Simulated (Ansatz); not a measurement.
# Lattice dynamics of SbAs (model cell, started as wurtzite), part 2 of 2

How does SbAs (model cell, started as wurtzite) vibrate, and is this structure a minimum?

Ansatz 0.2.0; DFT PBEsol, scalar-relativistic, plane waves, PAW.

So far: Set-up; Relaxation. The relaxed cell has a = 4.863, c = 6.012 Å (conventional setting).

The structure was built from a prototype and need not be the compound's stable phase.

## Step 3: Relaxing to small forces for the phonons

Phonons need a cell at rest on their own settings, so the relaxation is repeated with tight tolerances on forces and stress, using the mesh and the filling of the phonon run that follows.

input.yaml

```yaml
crystal:
  lattice:
    - [4.8633284618, -3.2091e-06, 0.0]
    - [-2.4316614517, 4.2117675994, 0.0]
    - [0.0, 0.0, 6.0119594705]
  atoms:
    - { symbol: Sb, position: [0.3333333333, 0.6666666667, -0.0351852767] }
    - { symbol: Sb, position: [0.6666666667, 0.3333333333, 0.4648147233] }
    - { symbol: As, position: [0.3333333333, 0.6666666667, 0.4101852767] }
    - { symbol: As, position: [0.6666666667, 0.3333333333, 0.9101852767] }
kpoints:
  mp_grid: { grid: [12, 12, 6] }
hamiltonian:
  xc: pbesol
scf:
  occupations: { method: methfessel_paxton, width: 0.2 }
output:
  forces: true
  stress: true
  eigenvalues: true
relax:
  adjacent_minimum: "off"
  f_tol: 0.001
  max_steps: 60
  cell: { stress_tol: 0.01 }
```

Started as:

```console
ansatz run input.yaml --threads 4 --pin off --max-ram 7168MiB --backend cpu --events-out ev --progress --plain --runs-dir out
```

Numbers of over 12 decimals in the logs are rounded to 6 here.

Log:

```text
[...]
Crystal: 4 atoms, lattice volume = 123.144 Å³
Basis set: ecut = 420 eV, 2415 PW (Γ), exchange–correlation on 72×72×90 points (8 copies of the dense FFT grid, shifted against one another)
Bands: 36, of which v1, the nominal top of the filled ones, is band 30 counted from 1 (29 counted from 0)
Symmetry: 12 space group operations
[...]
k-points: 76 of 864 (time reversal used)
[...]
--- Relaxed structure (3 steps of the walk, 3 accepted, 1 SCFs on fresh bases) ---
[...]
cell:  # Å, volume = 123.1454 Å³
    - [4.863995, -3.2095615491001175e-6, 0]
    - [-2.431995, 4.212345, 0]
    - [0, 0, 6.010373]
  atoms:
    - { symbol: Sb, position: [0.333333, 0.666667, -0.035183] }
    - { symbol: Sb, position: [0.666667, 0.333333, 0.464817] }
    - { symbol: As, position: [0.333333, 0.666667, 0.410183] }
    - { symbol: As, position: [0.666667, 0.333333, 0.910183] }
[key lines of the parts left out:]
SCF converged after 7 iterations
Free energy (F): -22441.443056 eV
Fermi energy:    8.013039 eV
P = ⅓ Tr σ = -0.0001 GPa (-0.001 kbar)
```

The job ended after 36 s (4 threads of Arm Neoverse V1, shared host; peak memory 0.59 GiB).

Little changed from the start: no atom moved by 0.005 Å and no cell edge by 0.1 %.

Numbers from this step:

```yaml
pressure: -1.14e-4 GPa
```

The largest force component left is 0.076 meV/Å and the pressure is 0.000 GPa, within the tolerances set. The cell now holds 30.79 Å³/atom.

## Step 4: Zone-centre response

The zone centre comes first: it holds the modes that light can see, as far as symmetry allows. No field response is asked, since the mesh shows no gap.

input.yaml, the sections that differ from step 3:

```yaml
crystal:
  lattice:
    - [4.863994785, -3.2096e-06, 0.0]
    - [-2.4319946129, 4.2123446524, 0.0]
    - [0.0, 0.0, 6.0103731548]
  atoms:
    - { symbol: Sb, position: [0.3333333333, 0.6666666667, -0.0351829437] }
    - { symbol: Sb, position: [0.6666666667, 0.3333333333, 0.4648170563] }
    - { symbol: As, position: [0.3333333333, 0.6666666667, 0.4101829437] }
    - { symbol: As, position: [0.6666666667, 0.3333333333, 0.9101829437] }
output:
  eigenvalues: true
phonons:
  method: dfpt
# kpoints, hamiltonian, scf: as in step 3
# relax: removed
```

Log:

```text
[...]
Crystal: 4 atoms, lattice volume = 123.145 Å³
Basis set: ecut = 420 eV, 2415 PW (Γ), exchange–correlation on 72×72×96 points (8 copies of the dense FFT grid, shifted against one another)
Bands: 36, of which v1, the nominal top of the filled ones, is band 30 counted from 1 (29 counted from 0)
Symmetry: 12 space group operations
k-points: 242 of 864 (irreducible under 2 space group operations, time reversal used)
[...]
SCF iter   1: F=—  HF=-22441.445507 eV  |F-HF|=—  |Δ(HF+E_count)|=         —  Δρ=2.73e-3  dr2=9.37e-3  ethr=1.77e-3  ⟨swp⟩=6.2  Hψ=33809  notcnv=0
[...]
SCF iter  10: F=-22441.443056 eV  HF=-22441.443056 eV  |F-HF|=0.00e0  |Δ(HF+E_count)|=  2.18e-11  S|Δr|=    0.00e0  Δρ=2.32e-8  dr2=6.65e-13  ethr=1.00e-12  ⟨swp⟩=8.4  Hψ=38484  notcnv=0
SCF 1 converged in 10 iterations: F = -22441.443056 eV  dr2 = 6.65e-13
[...]
DFPT response loops at Γ: preconditioner auto → Kerker (q_TF=auto, 2.420 Å⁻¹) (partly filled bands, converged f_vac=0.123); β = 1.00, the filter's whole step (`scf.mixing.beta` (0.50) is not read by the response loops under this deck's `scf.mixing.preconditioner`; to damp them name `kerker` or `kerker_dos`, under which they read `scf.mixing.beta`, and type it under 1.00, their step now; both keys bind the ground state too); Broyden in place of MSR1
SCF converged after 10 iterations
[...]
Free energy (F): -22441.443056 eV
[...]
Internal energy: -22441.443303 eV  (E = F + TS)
E sigma→0 (E₀):  -22441.443118 eV
Entropy (-TS):   0.000247 eV (0.062 meV/atom)
Fermi energy:    8.013039 eV
[...]
--- Band table (eV; the first three rows and the last of 242) ---
  k-point 0: bands = [... 26 lower, 3.9474, 5.8181, 5.9249, 5.9249, 7.8056, 7.8056, 10.2084, 10.2084, ... 2 higher]
  k-point 1: bands = [... 26 lower, 4.0421, 5.7210, 5.7210, 6.3620, 7.9343, 7.9343, 9.9474, 9.9474, ... 2 higher]
  k-point 2: bands = [... 26 lower, 4.3174, 5.2548, 5.2548, 7.0023, 8.2746, 8.2746, 9.0123, 9.3757, ... 2 higher]
  k-point 241: bands = [... 26 lower, 5.8421, 5.8421, 7.4669, 7.4669, 8.3622, 8.3622, 9.3813, 9.3813, ... 2 higher]
--- Phonons (Γ-DFPT): 4 representative perturbations + reference, on 242 of 864 k-points (Σ response iterations 12) ---
  k mesh reduced under 2 symmetry operations, with k and −k counted as one. Each operation leaves every solved perturbation unchanged. A smaller set is not used because it would not reduce the number of displacements times k-points to solve
  ASR residual: 1.884e-5 → 0.000e0 eV/Å²; symmetrization residual: 2.185e-4 eV/Å²
  ASR residual per site (eV/Å²): 8.83e-6 8.83e-6 1.88e-5 1.88e-5
  Γ frequencies (cm⁻¹): 0.00 0.00 0.00 22.55 22.55 73.61 73.61 96.09 151.65 151.65 166.06 195.16
  non-analytic LO–TO correction: not included (Born effective charges unavailable; polar crystals: no LO–TO splitting at Γ)
```

Elapsed: 2.9 min, on 4 threads; peak memory 3.4 GiB.

The column dr2 measures how far the density is from self-consistency, as an energy; F and HF (Harris–Foulkes) agree once it is small.

Numbers from this step:

```yaml
sum_rule_residual_before_enforcement: 1.88e-5 eV/Å²
point_group: 6mm
highest_optical_mode_at_the_zone_centre_no_lo_to_term: 195.2 cm⁻¹
lowest_optical_zone_centre_mode: 22.55 cm⁻¹
```

Patterns of degenerate modes are one choice out of their space. The modes at Γ (shares of kinetic energy by element, %):

| mode | frequency (cm⁻¹) | symmetry | Sb % | As % |
| --- | --- | --- | --- | --- |
| 1 | 0.0 | acoustic | 62 | 38 |
| 2 | 0.0 | acoustic | 62 | 38 |
| 3 | 0.0 | acoustic | 62 | 38 |
| 4 | 22.6 | E2 | 79 | 21 |
| 5 | 22.6 | E2 | 79 | 21 |
| 6 | 73.6 | E2 | 21 | 79 |
| 7 | 73.6 | E2 | 21 | 79 |
| 8 | 96.1 | B1 | 71 | 29 |
| 9 | 151.7 | E1 | 38 | 62 |
| 10 | 151.7 | E1 | 38 | 62 |
| 11 | 166.1 | A1 | 38 | 62 |
| 12 | 195.2 | B1 | 29 | 71 |

Displacements in mode 4 (22.6 cm⁻¹), the largest set to 1:
```
Sb1  1.00 -0.60  0.00
Sb2 -1.00  0.60  0.00
As3 -0.66  0.39  0.00
As4  0.66 -0.39  0.00
```

Displacements in mode 12 (195.2 cm⁻¹), the largest set to 1:
```
Sb1  0.00  0.00  0.50
Sb2  0.00  0.00 -0.50
As3  0.00  0.00 -1.00
As4  0.00  0.00  1.00
```

Before it was imposed, the acoustic sum rule was missed by 1.9e-5 eV/Å². Small misses are needed for a sound result but don't prove that mesh and cutoff are converged. The lowest optical mode is real, 22.6 cm⁻¹.

## Step 5: Phonons on a q mesh

Stability and thermal properties need the whole zone. Linear response on a 2×2×2 q mesh gives force constants as far as a supercell of that size would.

input.yaml: that of step 4 with these lines changed.

```diff
@@ -20 +20,9 @@
   method: dfpt
+  qmesh: [2, 2, 2]
+  temperatures: { t_max: 1000, t_step: 50 }
+  qpath:
+    path:
+      - [[0.0, 0.0, 0.0], [0.5, 0.0, 0.0], [0.33333333, 0.33333333, 0.0], [0.0, 0.0, 0.0], [0.0, 0.0, 0.5], [0.5, 0.0, 0.5], [0.33333333, 0.33333333, 0.5], [0.0, 0.0, 0.5]]
+      - [[0.5, 0.0, 0.5], [0.5, 0.0, 0.0]]
+      - [[0.33333333, 0.33333333, 0.5], [0.33333333, 0.33333333, 0.0]]
+    npoints: 10
```

Log:

```text
Warning: phonons: the dynamical matrix that this run interpolates holds no multipole term above the dipole-dipole one, and a site of this crystal is no centre of inversion, so its interpolated transverse optical and acoustic branches and sound speeds can stay off near Gamma, and the density of states and the thermodynamics with them. What a run solves at a wave vector of phonons.qpoints, Gamma apart, where the deck admits one, is free of this, and under fd what a larger phonons.supercell samples
[...]
Crystal: 4 atoms, lattice volume = 123.145 Å³
Basis set: ecut = 420 eV, 2415 PW (Γ), exchange–correlation on 72×72×96 points (8 copies of the dense FFT grid, shifted against one another)
Bands: 36, of which v1, the nominal top of the filled ones, is band 30 counted from 1 (29 counted from 0)
Symmetry: 12 space group operations
k-points: 76 of 864 (time reversal used)
[...]
SCF iter   1: F=—  HF=-22441.445529 eV  |F-HF|=—  |Δ(HF+E_count)|=         —  Δρ=2.73e-3  dr2=9.37e-3  ethr=1.77e-3  ⟨swp⟩=6.2  Hψ=10616  notcnv=0
[...]
SCF iter  10: F=-22441.443056 eV  HF=-22441.443056 eV  |F-HF|=7.28e-12  |Δ(HF+E_count)|=  7.28e-12  S|Δr|=    0.00e0  Δρ=2.32e-8  dr2=6.66e-13  ethr=1.00e-12  ⟨swp⟩=8.0  Hψ=11962  notcnv=0
SCF 1 converged in 10 iterations: F = -22441.443056 eV  dr2 = 6.66e-13
[...]
SCF iter   7: F=-22441.443056 eV  HF=-22441.443056 eV  |F-HF|=3.64e-12  |Δ(HF+E_count)|=    0.00e0  S|Δr|=    0.00e0  Δρ=8.14e-8  dr2=7.30e-12  ethr=1.00e-12  ⟨swp⟩=1.7  Hψ=5884  notcnv=0
SCF 2 converged in 7 iterations: F = -22441.443056 eV  dr2 = 7.30e-12
[...]
phonons: the bands overlap, so this run is a metal and interpolates without the dipole-dipole term. If the crystal is really an insulator or semiconductor, its LO-TO splitting is missing
NSCF: frozen V_eff on 76 k-points
[...]
DFPT response loops at q = (0, 0, 0) (fractional): preconditioner auto → Kerker (q_TF=auto, 2.420 Å⁻¹) (partly filled bands, converged f_vac=0.123); β = 1.00, the filter's whole step (`scf.mixing.beta` (0.50) is not read by the response loops under this deck's `scf.mixing.preconditioner`; to damp them name `kerker` or `kerker_dos`, under which they read `scf.mixing.beta`, and type it under 1.00, their step now; both keys bind the ground state too); Broyden in place of MSR1
[...]
SCF converged after 10 iterations
[...]
Free energy (F): -22441.443056 eV
[...]
Internal energy: -22441.443303 eV  (E = F + TS)
E sigma→0 (E₀):  -22441.443118 eV
Entropy (-TS):   0.000247 eV (0.062 meV/atom)
Fermi energy:    8.013039 eV
[...]
--- Band table (eV; the first three rows and the last of 76) ---
  k-point 0: bands = [... 26 lower, 3.9474, 5.8181, 5.9249, 5.9249, 7.8056, 7.8056, 10.2084, 10.2084, ... 2 higher]
  k-point 1: bands = [... 26 lower, 4.0421, 5.7210, 5.7210, 6.3620, 7.9343, 7.9343, 9.9474, 9.9474, ... 2 higher]
  k-point 2: bands = [... 26 lower, 4.3174, 5.2548, 5.2548, 7.0023, 8.2746, 8.2746, 9.0123, 9.3757, ... 2 higher]
  k-point 75: bands = [... 26 lower, 6.0493, 6.0493, 7.8530, 7.8530, 8.5544, 8.5544, 9.1796, 9.1796, ... 2 higher]
--- Phonons (Γ-DFPT): 4 representative perturbations + reference (Σ response iterations 13) ---
  ASR residual: 2.202e-5 → 0.000e0 eV/Å²; symmetrization residual: 1.797e-5 eV/Å²
  ASR residual per site (eV/Å²): 2.20e-5 2.20e-5 1.75e-5 1.75e-5
[...]
--- Phonons (arbitrary-q DFPT): 4 irreducible q on the 2×2×2 mesh ---
  q = [0.0000, 0.0000, 0.0000] (star 1, of the zone-centre solve; hermiticity 5.56e-6, symmetrization 1.34e-6): -0.00 -0.00 0.00 22.55 22.55 73.61 73.61 96.09 151.65 151.65 166.06 195.16
  q = [0.0000, 0.0000, -0.5000] (star 1, 4 solved perturbations in 1072 linear systems a pass and spin channel, the states on 436 of 864 k-point pairs; hermiticity 1.15e-5, symmetrization 9.70e-6): 27.81 27.81 27.81 27.81 82.71 82.71 127.67 127.67 127.67 127.67 186.61 186.61
[...]
sum rule: each row above includes the acoustic sum rule's correction from the zone centre's row sums; it moved no ω² by more than (0.25 cm⁻¹)²
  mesh force constants: q→R imaginary residual 2.72e-18; ASR residual 2.202e-5 → 0.000e0 eV/Å²; symmetrization residual 1.776e-15 eV/Å²
  interpolated dispersion: 93 rows × 12 modes
  density of states and harmonic sums: on the 16×16×10 q-mesh, interpolated from the force constants of a 2×2×2 supercell (no non-analytic term)
  largest difference from the sums on the solved wave vectors: F 7.85e-2 eV, S 1.24e-4 and C_V 4.53e-5 eV/K
  zero-point energy: 0.074848 eV/cell   skipped modes (ω ≤ 0): 48, of them read as no rigid motion or as one in doubt: 45 (2.238e-1 modes/cell left out, lowest -23.70 cm⁻¹)   left out of the sums: 1.87e-2 of the cell's modes: C_V's classical limit lies that fraction below 3 k_B per atom; for a crystal, a wire or a layer, F and S can be off by more, and a phonons.interpolated_qmesh denser along its periods is the remedy for the sampling
```

The job ended after 18 min (4 threads; peak memory 4.3 GiB).

Numbers from this step:

```
sum-rule residual before enforcement                    : 2.20e-5 eV/Å²
lowest frequency on the path                            : -23.70 cm⁻¹
highest frequency on the path or at a solved wavevector : 195.2 cm⁻¹
lowest mode on the q mesh (acoustic modes at Γ apart)   : -23.7 cm⁻¹
```

Frequencies (cm⁻¹) solved at each irreducible wavevector; negative means imaginary. Frequencies by wavevector, by row:

| q in reciprocal lattice units | star | mode 1 | mode 2 | mode 3 | mode 4 | mode 10 | mode 11 | mode 12 |
| --- | --- | --- | --- | --- | --- | --- | --- | --- |
| 0 0 0 | 1 | 0 | 0 | 0 | 22.6 | 151.7 | 166.1 | 195.2 |
| 0 0 -0.5 | 1 | 27.8 | 27.8 | 27.8 | 27.8 | 127.7 | 186.6 | 186.6 |
| 0 -0.5 0 | 3 | -23.7 | 35.4 | 52.7 | 76.7 | 133.7 | 175.5 | 182.6 |
| 0 -0.5 -0.5 | 3 | 12.7 | 12.7 | 70.4 | 70.4 | 136.7 | 193 | 193 |

Interpolated from a 2×2×2 q mesh. The phonon branches at the labelled points (cm⁻¹):

| point | branch 1 | branch 2 | branch 3 | branch 4 | branch 9 | branch 10 | branch 11 | branch 12 |
| --- | --- | --- | --- | --- | --- | --- | --- | --- |
| Γ | 0 | 0 | 0 | 23 | 152 | 152 | 166 | 195 |
| halfway | -20 | 30 | 32 | 62 | 131 | 141 | 172 | 187 |
| M | -24 | 35 | 53 | 77 | 113 | 134 | 176 | 183 |
| halfway | 32 | 46 | 57 | 74 | 115 | 130 | 176 | 180 |
| K | 54 | 56 | 66 | 66 | 118 | 128 | 178 | 178 |
| halfway | 18 | 34 | 38 | 62 | 130 | 134 | 174 | 185 |
| Γ | 0 | 0 | 0 | 23 | 152 | 152 | 166 | 195 |
| halfway | 20 | 20 | 21 | 21 | 146 | 146 | 174 | 194 |
| A | 28 | 28 | 28 | 28 | 128 | 128 | 187 | 187 |
| halfway | 23 | 23 | 65 | 65 | 132 | 132 | 190 | 190 |
| L | 13 | 13 | 70 | 70 | 137 | 137 | 193 | 193 |
| halfway | 39 | 39 | 69 | 69 | 136 | 136 | 193 | 193 |
| H | 58 | 58 | 63 | 63 | 136 | 136 | 192 | 192 |
| halfway | 31 | 31 | 65 | 65 | 130 | 130 | 190 | 190 |
| A | 28 | 28 | 28 | 28 | 128 | 128 | 187 | 187 |
| jump to L | 13 | 13 | 70 | 70 | 137 | 137 | 193 | 193 |
| halfway | -17 | 26 | 60 | 75 | 124 | 137 | 184 | 188 |
| M | -24 | 35 | 53 | 77 | 113 | 134 | 176 | 183 |
| jump to H | 58 | 58 | 63 | 63 | 136 | 136 | 192 | 192 |
| halfway | 56 | 57 | 64 | 64 | 127 | 132 | 185 | 185 |
| K | 54 | 56 | 66 | 66 | 118 | 128 | 178 | 178 |

The phonon density of states has structure finer than the step of the table below, so its rows give means over 10 cm⁻¹, whole bins alone (the curve runs from -23 to 195 cm⁻¹). Peaks (cm⁻¹: height): 27.0: 0.102, 75.0: 0.0847, 91.0: 0.155, 117.0: 0.139, 135.0: 0.163, 191.0: 0.207.

Tetrahedra on a 16×16×10 mesh, mean over bins of 2 cm-1. Interpolated from a 2×2×2 q mesh. Table of phonon density of states by wavenumber; means over each step:

| wavenumber (cm⁻¹) | phonon density of states (1/cm⁻¹/cell) |
| --- | --- |
| -10 | 0.00961 |
| 0 | 0.00855 |
| 10 | 0.0126 |
| 20 | 0.0427 |
| 30 | 0.0769 |
| 40 | 0.0525 |
| 50 | 0.0549 |
| 60 | 0.0561 |
| 70 | 0.0773 |
| 80 | 0.0498 |
| 90 | 0.102 |
| 100 | 0.103 |
| 110 | 0.0824 |
| 120 | 0.0982 |
| 130 | 0.105 |
| 140 | 0.0559 |
| 150 | 0.00695 |
| 160 | 0 |
| 170 | 0.0119 |
| 180 | 0.0753 |
| 190 | 0.112 |

The partial phonon density of states has structure finer than the step of the table below, so its rows give means over 10 cm⁻¹, whole bins alone (the curve runs from -33.6 to 211 cm⁻¹). Peaks (cm⁻¹: height): As 26.4: 0.0372, 117.2: 0.0726, 134.1: 0.0901, 189.5: 0.0972; Sb 26.4: 0.0582, 72.5: 0.0560, 92.6: 0.0870, 117.2: 0.0429, 134.1: 0.0461, 189.5: 0.0449.

Phonopy on the run's constants, 13x13x9 mesh, Gaussian sigma 2.0 cm-1. Interpolated from a 2×2×2 q mesh. Table of partial phonon density of states by wavenumber; means over each step; values in 1/cm⁻¹/cell:

| wavenumber (cm⁻¹) | As | Sb |
| --- | --- | --- |
| -20 | 0.00283 | 0.00384 |
| -10 | 0.00588 | 0.00837 |
| 0 | 0.00128 | 0.00199 |
| 10 | 0.00514 | 0.00746 |
| 20 | 0.0168 | 0.0266 |
| 30 | 0.0307 | 0.0465 |
| 40 | 0.0197 | 0.0295 |
| 50 | 0.0212 | 0.0354 |
| 60 | 0.0195 | 0.0382 |
| 70 | 0.0236 | 0.0512 |
| 80 | 0.0183 | 0.0351 |
| 90 | 0.0334 | 0.0658 |
| 100 | 0.0439 | 0.0584 |
| 110 | 0.0523 | 0.0328 |
| 120 | 0.0597 | 0.0351 |
| 130 | 0.0673 | 0.0355 |
| 140 | 0.0382 | 0.0202 |
| 150 | 0.00489 | 0.00296 |
| 160 | 1.5e-4 | 8.8e-5 |
| 170 | 0.00954 | 0.00531 |
| 180 | 0.0490 | 0.0241 |
| 190 | 0.0736 | 0.0341 |
| 200 | 0.00293 | 0.00132 |

Symmetry leaves 4 wavevectors to solve. The lowest mode among them, the acoustic zeros apart, lies at q = (0, -0.5, 0) and is imaginary, 23.7i cm⁻¹, so the energy falls along it.

## Step 6: Isotope substitution

An isotope changes the mass and not the force constants, so no new electronic calculation is needed; the shifts show which modes move this element.

The same force constants with the mass of Sb changed from 121.760 to 122.904 u (phonopy, no LO-TO term). Both lists are sorted by frequency; levels can cross, so a row need not hold one and the same mode. Modes under 3 cm⁻¹ are left out. Isotope shifts, by row, the first 40 of 45 rows:

| q | rank | natural mass (cm⁻¹) | changed mass (cm⁻¹) |
| --- | --- | --- | --- |
| 0 0 0 | 4 | 22.55 | 22.47 |
| 0 0 0 | 5 | 22.55 | 22.47 |
| 0 0 0 | 6 | 73.61 | 73.54 |
| 0 0 0 | 7 | 73.61 | 73.54 |
| 0 0 0 | 8 | 96.09 | 95.77 |
| 0 0 0 | 9 | 151.7 | 151.4 |
| 0 0 0 | 10 | 151.7 | 151.4 |
| 0 0 0 | 11 | 166.1 | 165.8 |
| 0 0 0 | 12 | 195.2 | 194.9 |
| 0 0 -0.5 | 1 | 27.81 | 27.73 |
| 0 0 -0.5 | 2 | 27.81 | 27.73 |
| 0 0 -0.5 | 3 | 27.81 | 27.73 |
| 0 0 -0.5 | 4 | 27.81 | 27.73 |
| 0 0 -0.5 | 5 | 82.71 | 82.45 |
| 0 0 -0.5 | 6 | 82.71 | 82.45 |
| 0 0 -0.5 | 7 | 127.7 | 127.5 |
| 0 0 -0.5 | 8 | 127.7 | 127.5 |
| 0 0 -0.5 | 9 | 127.7 | 127.5 |
| 0 0 -0.5 | 10 | 127.7 | 127.5 |
| 0 0 -0.5 | 11 | 186.6 | 186.3 |
| 0 0 -0.5 | 12 | 186.6 | 186.3 |
| 0 -0.5 0 | 1 | -23.7 | -23.64 |
| 0 -0.5 0 | 2 | 35.41 | 35.32 |
| 0 -0.5 0 | 3 | 52.66 | 52.5 |
| 0 -0.5 0 | 4 | 76.7 | 76.44 |
| 0 -0.5 0 | 5 | 91.77 | 91.48 |
| 0 -0.5 0 | 6 | 97.37 | 96.98 |
| 0 -0.5 0 | 7 | 100.2 | 100 |
| 0 -0.5 0 | 8 | 104.6 | 104.4 |
| 0 -0.5 0 | 9 | 112.8 | 112.7 |
| 0 -0.5 0 | 10 | 133.7 | 133.5 |
| 0 -0.5 0 | 11 | 175.5 | 175.3 |
| 0 -0.5 0 | 12 | 182.6 | 182.3 |
| 0 -0.5 -0.5 | 1 | 12.7 | 12.67 |
| 0 -0.5 -0.5 | 2 | 12.7 | 12.67 |
| 0 -0.5 -0.5 | 3 | 70.38 | 70.15 |
| 0 -0.5 -0.5 | 4 | 70.38 | 70.15 |
| 0 -0.5 -0.5 | 5 | 106.4 | 106 |
| 0 -0.5 -0.5 | 6 | 106.4 | 106 |
| 0 -0.5 -0.5 | 7 | 115.7 | 115.5 |

A mode of this element alone would shift by -0.47 %. The highest zone-centre frequency without the field goes from 195.2 to 194.9 cm⁻¹ (-0.1 %). The product of the frequency ratios over all optical modes at Γ is 0.981; the product rule, (m/m′)^(3k/2) (M′/M)^(3/2) with k = 2 such atoms and M the mass of the cell, gives 0.981.

## Step 7: Results

```json
{
  "space group after relaxation (within 0.01 Å)": "P6_3mc",
  "volume per atom": "30.8 Å³",
  "electronic character": "no gap on this mesh",
  "highest optical mode at the zone centre (no LO-TO term)": "195 cm⁻¹",
  "lowest optical zone-centre mode": "22.6 cm⁻¹",
  "lowest mode on the q mesh (acoustic modes at Γ apart)": "-23.7 cm⁻¹",
  "highest frequency on the path or at a solved wavevector": "195 cm⁻¹",
  "imaginary modes on the 2×2×2 q mesh": "yes"
}
```

**Reading.** Modes are clearly imaginary (beyond 10i cm⁻¹) at 1 of the 4 irreducible wavevectors, most at q = (0, -0.5, 0) (23.7i cm⁻¹), so this structure is not a minimum of the energy. The optical modes at Γ span 23 to 195 cm⁻¹. The highest mode in this list at Γ, 195.2 cm⁻¹, is mostly motion of As (71 % of the kinetic energy). Where the functional closes the gap at Γ, the partly filled states at that one point of a Γ-centred mesh soften the zone-centre modes by up to a few per cent. With no gap, or one that is small against the smearing, the frequencies hang on the k mesh and the smearing, most of all near Kohn anomalies. A semilocal functional can close a gap that the real compound would have, so the metallic treatment may be an artefact of the level. Spin-orbit coupling is left out, which can matter for the heavy elements here. The starting cell was built on a prototype and not taken from a measurement, so the phase need not exist. These are harmonic frequencies at zero temperature: anharmonic shifts, linewidths and thermal expansion are left out.

[Logs are printed without paths, hosts, clocks, repeated set-up lines and the standing remarks that a program may print on its own settings, such as how far it seeks lower states.]

[Hosts, paths, dates, database ids (printed as entryN), source tags and the programs' standing remarks are cut or masked in the printed files.]
